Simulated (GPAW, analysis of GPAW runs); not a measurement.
# NV- centre in 3C-SiC: hyperfine coupling, PBE (GPAW), part 2 of 2

Aim: the hyperfine coupling of the NV- centre in 3C-SiC, to be set beside the measurement. Set-up: PBE, plane waves 500 eV, 32-site cell, PBE lattice, k: the zone centre alone then 2x2x2 shifted, no spin. The model is a cell of 32 host atoms with 1 site emptied and N put on another atom's site. The isotropic coupling follows from the spin density at the nucleus, the nuclear g-factor and the total spin.

GPAW 26.7.0; PBE, plane waves 500 eV, 32-site cell, PBE lattice, k: the zone centre alone then 2x2x2 shifted, no spin.

So far: The structure; Relaxation, charge −1.

## (3) Hyperfine parameters

The relaxed structure is kept, and the final numbers are taken at the final level and k-points.

This step: GPAW plane-wave PAW DFT, PBE; single point of a defect supercell.

File run.py:

```python
import numpy as np
from ase.io import read, write
from ase.parallel import parprint, world
from gpaw import GPAW, PW

atoms = read('POSCAR')
calc = GPAW(mode=PW(500),
            xc='PBE',
            kpts={'size': (2, 2, 2), 'gamma': False},
            charge=-1,
            occupations={'name': 'fermi-dirac', 'width': 0.01},
            nbands=72,
            convergence={'density': 1e-05, 'bands': 69},
            maxiter=150,
            symmetry={'point_group': False},
            txt='gpaw.txt')
atoms.calc = calc
energy = atoms.get_potential_energy()
forces = atoms.get_forces()
parprint(f'Energy: {energy:.6f} eV, largest force {np.linalg.norm(forces, axis=1).max():.4f} eV/A')
calc.write('gs.gpw')
write('final.xyz', atoms)
for s in range(calc.get_number_of_spins()):
    parprint('Levels (eV), spin', s, calc.get_eigenvalues(kpt=0, spin=s)[-16:].round(3))
```

File POSCAR:

```
Si C  N  C 
 1.0000000000000000
    -4.3882753729171551    4.3882753729171560   -4.3882753729171560
     4.3882753729171560    4.3882753729171560    4.3882753729171560
     4.3882753729171560   -4.3882753729171551   -4.3882753729171551
 Si  C   N   C  
  15   2   1  13
Direct
  0.0021716036916947  0.0021305021233854  0.0024329569347200
  0.0021360156789269  0.2519994840854481  0.7525284614955141
 -0.0029557488757543  0.4999047150821121  0.4944603621257210
 -0.0031068708869419  0.7438564658329668  0.2503521341847068
[... 2 atom lines left out ...]
  0.2499499568257171  0.7478446670083105  0.0004810169874543
  0.4999448629728047 -0.0025382465897066  0.5002030543814370
[... 2 atom lines left out ...]
  0.4999146073510130  0.7496440436036655  0.7481489756230894
[... 1 atom line left out ...]
  0.7529250250317816  0.2557719763730035  0.0063519783129449
[... 4 atom lines left out ...]
 -0.0323501177424127  0.4998844178144088  0.2504033889444670
[... 2 atom lines left out ...]
  0.2515329978634041  0.2220793015895354  0.2502356635996669
  0.2513758393121757  0.4999703559035105 -0.0276013524008823
[... 4 atom lines left out ...]
  0.5293013786999301  0.7775121431661376  0.5282254685532836
[... 3 atom lines left out ...]
  0.7496089660419998  0.7490175480521404  0.2503573047809142
```

The run is started by

```sh
$ OMP_NUM_THREADS=1 mpirun -n 4 gpaw python run.py > stdout
```

What it wrote:

```text
__  _  _
 | _ |_)|_||  |
 |__||  | ||/\| - 26.7.0

Input parameters:
  mode=PW(ecut=500.0),
  charge=-1,
  convergence={'density': 1e-05, 'bands': 69},
  kpts=MonkhorstPack(size=(2, 2, 2), gamma=False),
  maxiter=150,
  nbands=72,
  occupations=Occupations(name='fermi-dirac', width=0.01),
  symmetry=Symmetry(point_group=False),
  xc=XC(name='PBE')

Diagonalizing LCAO Hamiltonian
Converting LCAO to pw mode

                           C
                         Si
                             Si
                      C
                    Si C  N

               SiSi      Si Si
                    C          C
           C       Si C C    Si
                      Si
             SiC        SiSi
                   C
                 Si  C C
                     Si

Atoms  # Å, Bohr magnetons
|    | symbol |         x |         y |         z |    initial magnetic moments |
|----|--------|-----------|-----------|-----------|-----------------------------|
|  0 |     Si |  0.010496 |  0.008202 | -0.010857 | ( 0.0000,  0.0000,  0.0000) |
|  1 |     Si |  4.398772 | -2.187086 | -2.205832 | ( 0.0000,  0.0000,  0.0000) |
|  2 |     Si |  4.376518 |  0.010921 |  0.036862 | ( 0.0000,  0.0000,  0.0000) |
|  3 |     Si |  4.376495 |  2.151999 |  2.179267 | ( 0.0000,  0.0000,  0.0000) |
|  4 |     Si |  2.199017 | -2.190666 | -4.394977 | ( 0.0000,  0.0000,  0.0000) |
|  5 |     Si |  2.185009 |  0.008593 | -2.186807 | ( 0.0000,  0.0000,  0.0000) |
|  6 |     Si |  2.187010 |  4.376487 |  2.182788 | ( 0.0000,  0.0000,  0.0000) |
|  7 |     Si | -0.010006 | -0.012272 | -4.400063 | ( 0.0000,  0.0000,  0.0000) |
|  8 |     Si |  0.004798 |  2.189003 | -2.192456 | ( 0.0000,  0.0000,  0.0000) |
|  9 |     Si |  0.005424 |  4.381877 |  0.001390 | ( 0.0000,  0.0000,  0.0000) |
| 10 |     Si |  4.378965 |  2.200324 | -2.187202 | ( 0.0000,  0.0000,  0.0000) |
| 11 |     Si | -2.198329 |  2.187458 | -4.395807 | ( 0.0000,  0.0000,  0.0000) |
| 12 |     Si | -2.153770 |  4.398566 | -2.209519 | ( 0.0000,  0.0000,  0.0000) |
| 13 |     Si |  2.190098 |  2.196723 | -4.386761 | ( 0.0000,  0.0000,  0.0000) |
| 14 |     Si |  2.197738 |  4.381367 | -2.192447 | ( 0.0000,  0.0000,  0.0000) |
| 15 |      C |  3.294308 | -3.283015 | -3.303038 | ( 0.0000,  0.0000,  0.0000) |
| 16 |      C |  3.284996 | -1.077930 | -1.072292 | ( 0.0000,  0.0000,  0.0000) |
| 17 |      N |  3.434431 |  0.952830 |  1.236753 | ( 0.0000,  0.0000,  0.0000) |
| 18 |      C |  3.286647 |  3.261624 |  3.268815 | ( 0.0000,  0.0000,  0.0000) |
| 19 |      C |  1.076356 | -1.126052 | -3.299481 | ( 0.0000,  0.0000,  0.0000) |
| 20 |      C |  0.968852 |  0.980238 | -1.227354 | ( 0.0000,  0.0000,  0.0000) |
| 21 |      C |  0.969779 |  3.418236 |  1.212024 | ( 0.0000,  0.0000,  0.0000) |
| 22 |      C |  5.465935 |  1.101480 | -1.072275 | ( 0.0000,  0.0000,  0.0000) |
| 23 |      C | -1.106135 |  1.092317 | -3.304009 | ( 0.0000,  0.0000,  0.0000) |
| 24 |      C | -1.091261 |  3.291161 | -1.101084 | ( 0.0000,  0.0000,  0.0000) |
| 25 |      C |  3.281525 |  1.105015 | -3.291283 | ( 0.0000,  0.0000,  0.0000) |
| 26 |      C |  3.407216 |  3.416659 | -1.228782 | ( 0.0000,  0.0000,  0.0000) |
| 27 |      C | -3.263480 |  3.309257 | -3.299714 | ( 0.0000,  0.0000,  0.0000) |
| 28 |      C |  1.124856 |  1.100660 | -5.508345 | ( 0.0000,  0.0000,  0.0000) |
| 29 |      C |  1.095881 |  3.290941 | -3.289579 | ( 0.0000,  0.0000,  0.0000) |
| 30 |      C |  1.096041 |  5.477749 | -1.101232 | ( 0.0000,  0.0000,  0.0000) |

Unit cell  # Å
| periodic |         x |         y |         z |  lengths |     angles |
|----------|-----------|-----------|-----------|----------|------------|
|      yes | -4.388275 |  4.388275 | -4.388275 | 7.600716 | 109.471221 |
|      yes |  4.388275 |  4.388275 |  4.388275 | 7.600716 | 109.471221 |
|      yes |  4.388275 | -4.388275 | -4.388275 | 7.600716 | 109.471221 |

Number of symmetries: 1
Symmetry operations  # r_c * U_cc + t_c -> r_c
|   | kind |            matrix            |
|---|------|------------------------------|
| 0 |  E   |  1, 0, 0,  0, 1, 0,  0, 0, 1 |

BZ-sampling:
  Number of BZ points: 8
  Number of IBZ points: 4

  Monkhorst-Pack size: [2, 2, 2]
  Monkhorst-Pack shift: [0, 0, 0]

K-points  # in reciprocal-cell coordinates
|   |                                coordinates |     weight |
|---|--------------------------------------------|------------|
| 0 | (  0.25000000,  -0.25000000,  -0.25000000) | 0.25000000 |
| 1 | (  0.25000000,  -0.25000000,   0.25000000) | 0.25000000 |
| 2 | (  0.25000000,   0.25000000,  -0.25000000) | 0.25000000 |
| 3 | (  0.25000000,   0.25000000,   0.25000000) | 0.25000000 |

Plane wave coefficients: 8628
Cutoff: 500.0 eV

Spin-components: 1 (collinear spins)
Bands:           72
Projectors:      155
Spin-degeneracy: 2
Datatype:        complex128

Density:
  Valence electrons: 125.0
  Components: 1
  Grid points: [40 40 40]
  Charge: -1.0  # |e|

Potential:
  Grid points: [40 40 40]

species:
  Si:
    name:    Silicon
    Z:       14.0
    valence: 4
    core:    10
    charge:  0.0  # [|e|]
    compensation charges:
      type: gauss
      rc: 0.33  # [Å]
      lmax: 2
    cutoffs:
      filter: 1.86  # [Å]
      core: 2.06  # [Å]
    projectors
    | kind |    occ | energy [eV] | rcut [Å] |
    |------|--------|-------------|----------|
    |   3s |  2.000 |     -10.812 |    1.058 |
    |   3p |  2.000 |      -4.081 |    1.058 |
    |    s |        |      16.399 |    1.058 |
    |    p |        |      23.130 |    1.058 |
    |    d |        |       0.000 |    1.058 |

    Using partial waves for Si as LCAO basis

  C:
    name:    Carbon
    Z:       6.0
    valence: 4
    core:    2
    charge:  0.0  # [|e|]
    compensation charges:
      type: gauss
      rc: 0.20  # [Å]
      lmax: 2
    cutoffs:
      filter: 1.14  # [Å]
      core: 1.14  # [Å]
    projectors
    | kind |    occ | energy [eV] | rcut [Å] |
    |------|--------|-------------|----------|
    |   2s |  2.000 |     -13.751 |    0.635 |
    |   2p |  2.000 |      -5.284 |    0.635 |
    |    s |        |      13.461 |    0.635 |
    |    p |        |      21.927 |    0.635 |
    |    d |        |       0.000 |    0.635 |

    Using partial waves for C as LCAO basis

  N:
    name:    Nitrogen
    Z:       7.0
    valence: 5
    core:    2
    charge:  0.0  # [|e|]
    compensation charges:
      type: gauss
      rc: 0.18  # [Å]
      lmax: 2
    cutoffs:
      filter: 1.11  # [Å]
      core: 0.96  # [Å]
    projectors
    | kind |    occ | energy [eV] | rcut [Å] |
    |------|--------|-------------|----------|
    |   2s |  2.000 |     -18.583 |    0.603 |
    |   2p |  3.000 |      -7.089 |    0.529 |
    |    s |        |       8.629 |    0.603 |
    |    p |        |      20.123 |    0.529 |
    |    d |        |       0.000 |    0.577 |

    Using partial waves for N as LCAO basis

Reference energy: -135191.306990  # eV

eigensolver:
  PPCG
  Converge bands: 69
  niter=2

density mixing:
  MSR1-Mixer
  Pratt-step length: 0.05
  Maximum mixing coefficient: 0.75
  Old densities: 10
  SVD Regularization: 0.005
  Good broyden scale: 1.0
  Trust region scale: 1.0
  Backstep threshold: 4.0
  History deletion threshold: 6.0
  Fourier metric: weight=20.0, sigma=0.015

occupation numbers:
  Fermi-Dirac:
    width: 0.0100  # eV

poisson solver:
  ecut: 4000.0  # eV
  uniform background charge: -1.0  # electrons

xc functional:
  name: PBE with 2 nearest neighbor stencil

Initialization done in: 4.790 s

convergence criteria:
- Maximum integral of absolute [dens]ity change: 1e-05 electrons / valence electron
- Maximum [total energy] change in last 3 cyles: 0.0005 eV / valence electron
- Maximum integral of absolute [eigenst]ate change: 4e-08 eV^2 / valence electron
maximum number of iterations: 150

SCF iterations
|iter     | |      energy | eigst |  dens |
|---------|-|-------------|-------|-------|
|iter:   1| | -241.686040 | +0.17 |       |
|iter:   2| | -236.879138 | -1.01 | -0.59 |
|iter:   3| | -220.365411 | -0.22 | -0.63 |
|iter:   4| | -220.439869 | -1.04 | -1.26 |
|iter:   5| | -220.394716 | -1.32 | -1.46 |
|iter:   6| | -219.927222 | -1.61 | -1.51 |
|iter:   7| | -219.868306 | -1.94 | -1.72 |
|iter:   8| | -219.777531 | -2.26 | -1.89 |
|iter:   9| | -219.777350 | -2.64 | -2.46 |
|iter:  10| | -219.775713c| -2.84 | -2.64 |
[... 41 further cycles ...]
|iter:  52| | -219.775335c| -7.04 |-14.27c|
|iter:  53| | -219.775335c| -7.04 |-14.16c|
|iter:  54| | -219.775335c| -7.11 |-14.21c|
|iter:  55| | -219.775335c| -7.09 |-14.18c|
|iter:  56| | -219.775335c| -7.14 |-14.14c|
|iter:  57| | -219.775335c| -7.24 |-14.20c|
|iter:  58| | -219.775335c| -7.25 |-14.13c|
|iter:  59| | -219.775335c| -7.27 |-14.00c|
|iter:  60| | -219.775335c| -7.31 |-14.02c|
|iter:  61| | -219.775335c| -7.41c|-14.15c|

Converged in 61 steps
SCF loop duration: 100.148 s (1.642 s/step)
Energy contributions relative to reference atoms: (reference = -135191.306990)

Energy contributions:
  Kinetic:         245.226324
  Coulomb:        -192.580737
  Zero:             -0.419495
  External:          0.000000
  Xc:             -271.996547
  Entropy:          -0.009759
  Spinorbit:         0.000000
  ----------------------------
  Free energy:    -219.780215
  Extrapolated:   -219.775335

dipole moment: (-74.530799, 69.916077, 41.700807)  # |e|*Ang

Fermi level: 8.254
Eigenvalues  # (at kpt = [0.250, -0.250, -0.250])
| band index |      eig [eV] | occ [0-2] |
|------------|---------------|-----------|
|          0 |        -8.391 |     2.000 |
|        ... |               |           |
|         55 |         6.144 |     2.000 |
|         56 |         6.155 |     2.000 |
|         57 |         6.319 |     2.000 |
|         58 |         6.417 |     2.000 |
|         59 |         6.540 |     2.000 |
|         60 |         6.661 |     2.000 |
|         61 |         7.373 |     2.000 |
|         62 |         8.009 |     2.000 |
|         63 |         8.261 |     0.663 |
[...]
|         67 |        12.205 |     0.000 |
|         68 |        12.415 |     0.000 |
|         69 |        12.443 |     0.000 |
|         70 |        12.504 |     0.000 |
|         71 |        12.538 |     0.000 |

No gap
No difference between direct/indirect transitions

Forces  # eV/Ang
|        x |        y |        z |
|----------|----------|----------|
|  0.03723 | -0.00249 |  0.02819 |  # Si   0
|  0.03218 | -0.02691 | -0.00114 |  # Si   1
| -0.02887 |  0.02134 |  0.07065 |  # Si   2
| -0.02410 | -0.06806 | -0.02318 |  # Si   3
|  0.01032 | -0.00994 |  0.00184 |  # Si   4
|  0.02991 | -0.00550 |  0.03979 |  # Si   5
|  0.02291 | -0.03258 | -0.00547 |  # Si   6
|  0.00669 | -0.03854 |  0.02539 |  # Si   7
|  0.00378 |  0.02951 |  0.00012 |  # Si   8
| -0.00109 | -0.00776 | -0.02555 |  # Si   9
[...]
| -0.15426 | -0.23638 |  0.25391 |  # C   26
|  0.06882 | -0.14565 | -0.17482 |  # C   27
|  0.06478 |  0.17461 |  0.14829 |  # C   28
|  0.10874 | -0.11303 | -0.25894 |  # C   29
|  0.11164 |  0.27036 |  0.11067 |  # C   30

# Writing to gs.gpw (mode='')
```

The job ended after 1.8 min (4 MPI ranks of Intel Xeon Platinum 8488C (Sapphire Rapids), shared host; peak memory 1.5 GiB).

The run converged, but on settings that a careful run would not use, so its numbers are not the defect's.

## (4) Outcome

The chain ended without the wanted quantity: no spin polarisation for an open shell.

[Logs are printed without paths, hosts, clocks, repeated set-up lines and the standing remarks that a program may print on its own settings, such as how far it seeks lower states.]

[Hosts, paths, dates, database ids (printed as entryN), source tags and the programs' standing remarks are cut or masked in the printed files.]

[For some hosts the program warned that the k-mesh of the response run may be too coarse for force constants and the static dielectric constant; such warnings are not shown here.]
